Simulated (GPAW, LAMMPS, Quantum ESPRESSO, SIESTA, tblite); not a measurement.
# Which run comes nearest? Glassy 57SiO2-27Al2O3-16BaO (mol %) (149 atoms)

Density of this cell: 3.64 g/cm³. The cell holds 149 atoms: 25 Si, 24 Al, 7 Ba and 93 O. Its edges and angles: a = 12.007 Å, b = 12.007 Å, c = 12.007 Å, α = 90.0°, β = 90.0°, γ = 90.0°. 149 atoms (25 Si, 24 Al, 7 Ba, 93 O) placed at random at 3.64 g/cm³, melted at 4000 K for 10 ps at fixed volume with the Morse and Coulomb pair potential with partial charges (Pedone, Malavasi, Menziani, Cormack and Segre, J. Phys. Chem. B 110, 11780 (2006)). Quenched from 4000 K to 300 K at 25 K/ps and fixed volume, held 5 ps.

Geometry: as built.

The reference, a calculation:

```
method                                           : Kohn-Sham DFT, PBE, SSSP efficiency 1.3.0 pseudopotentials, plane waves (Quantum ESPRESSO 7.5); sssp-pbe-1.3.0-efficiency, cutoffs 60/480 Ry, Γ point
r.m.s. force component                           : 1.388 eV/Å
longest force                                    : 5.938 eV/Å
pressure                                         : 13.65 GPa
gap (highest filled to lowest empty level) : 3.976 eV
time                                             : 13 min on 4 MPI ranks of Arm Neoverse V1, shared host
CPU time                                         : 54 min
```

**Question.** The same geometry is run in other programs. How far does each lie from the reference, and what does it cost?
- GPAW PBE, LCAO szp(dzp), h 0.18 Å (GPAW 26.7.0; 2 MPI ranks)
- SIESTA optB88-vdW, PBE potentials, DZP, shift 0.01 Ry, mesh 500 Ry (SIESTA 5.4.2; 4 MPI ranks)
- GPAW PBE, LCAO dzp, h 0.18 Å (GPAW 26.7.0; 4 MPI ranks)
- GPAW PBE, grid h 0.18 Å (GPAW 26.7.0; 4 MPI ranks)
- SIESTA PBE, DZP, shift 0.002 Ry, mesh 500 Ry (SIESTA 5.4.2; 4 MPI ranks)
- GPAW PBE, LCAO sz(dzp), h 0.18 Å (GPAW 26.7.0; 1 thread)
- SIESTA PBE, DZ, shift 0.01 Ry, mesh 500 Ry (SIESTA 5.4.2; 2 MPI ranks)
- SIESTA PBE, DZP, shift 0.01 Ry, mesh 500 Ry (SIESTA 5.4.2; 4 MPI ranks)
- QE PBE, dojo-0.4.1-standard, 80/320 Ry (Quantum ESPRESSO 7.5; 1 thread)

Differences are against the plane-wave reference, forces as r.m.s. over components; share is that over the reference's r.m.s. force, slope the least-squares factor from reference forces to these. Total energies of different programs have different zeros and aren't compared.

```
                                                               run  Δ force, r.m.s. (meV/Å)  share (%)  slope  Δ pressure (GPa)  Δ gap (eV)  cores  CPU time  memory (GiB)
                                                         reference                        -          -      -                 -           -      4    54 min           7.4
                        GPAW PBE, LCAO szp(dzp), h 0.18 Å (coarse)                      354       25.5  1.153                 -      -0.173      2   8.4 min           3.1
SIESTA optB88-vdW, PBE potentials, DZP, shift 0.01 Ry, mesh 500 Ry                      192       13.9  1.062              1.70      -0.182      4    29 min           5.7
                                      GPAW PBE, LCAO dzp, h 0.18 Å                      310       22.3  1.142                 -      -0.143      4    15 min           5.0
                                           GPAW PBE, grid h 0.18 Å                      124       8.96  1.062                 -      0.0296      4    39 min           6.1
                      SIESTA PBE, DZP, shift 0.002 Ry, mesh 500 Ry                      175       12.6  1.059              2.11      -0.266      4    38 min           6.3
                         GPAW PBE, LCAO sz(dzp), h 0.18 Å (coarse)                     1085       78.2  1.354                 -      -0.815      1   2.9 min           2.2
               SIESTA PBE, DZ, shift 0.01 Ry, mesh 500 Ry (coarse)                      882       63.6  1.326              13.7      -0.528      2   4.9 min           2.1
                       SIESTA PBE, DZP, shift 0.01 Ry, mesh 500 Ry                      177       12.8  1.060              2.23      -0.250      4    14 min           4.2
                            QE PBE, dojo-0.4.1-standard, 80/320 Ry                     49.9       3.60  0.976             -1.20      0.0115      1    34 min           5.6
```

Rows marked coarse were listed beforehand as settings not expected to be converged; some can still land near the reference.

CPU time is summed over cores on a shared host, where runs went side by side, so it is rough. Symmetry, cutoffs, thresholds, outputs and thread counts weren't matched or tuned between programs; memory under MPI is the largest rank's times the ranks.

PBE on plane waves or a grid with other potentials, cutoffs or grids, coarse settings apart, differs from the reference by 3.6 % (QE PBE, dojo-0.4.1-standard, 80/320 Ry) to 9.0 % (GPAW PBE, grid h 0.18 Å) of the r.m.s. force; this holds the reference's own error, so differences of a few per cent don't tell which side is nearer the exact PBE result. The PBE runs in local orbitals, coarse settings apart, differ by 13 % (SIESTA PBE, DZP, shift 0.002 Ry, mesh 500 Ry) to 22 % (GPAW PBE, LCAO dzp, h 0.18 Å); basis, grid and potentials can all enter. Rows with another functional or a dispersion term differ by 14 % (SIESTA optB88-vdW, PBE potentials, DZP, shift 0.01 Ry, mesh 500 Ry), which mixes the change of model with differences of basis and potentials, some of them made for another functional. Runs with settings chosen to be coarse differ by 25 % (GPAW PBE, LCAO szp(dzp), h 0.18 Å) to 78 % (GPAW PBE, LCAO sz(dzp), h 0.18 Å), their programs' other errors included. The network of bonds at the start is that of the classical potential that made the cell, and needn't be the one that DFT or experiment would give. The electronic-structure runs sample only Γ, in a cell whose shortest periodic width is 12 Å.

[Logs are printed without paths, hosts, clocks, repeated set-up lines and the standing remarks that a program may print on its own settings, such as how far it seeks lower states.]

[Hosts, paths, dates, database ids (printed as entryN), source tags and the programs' standing remarks are cut or masked in the printed files.]
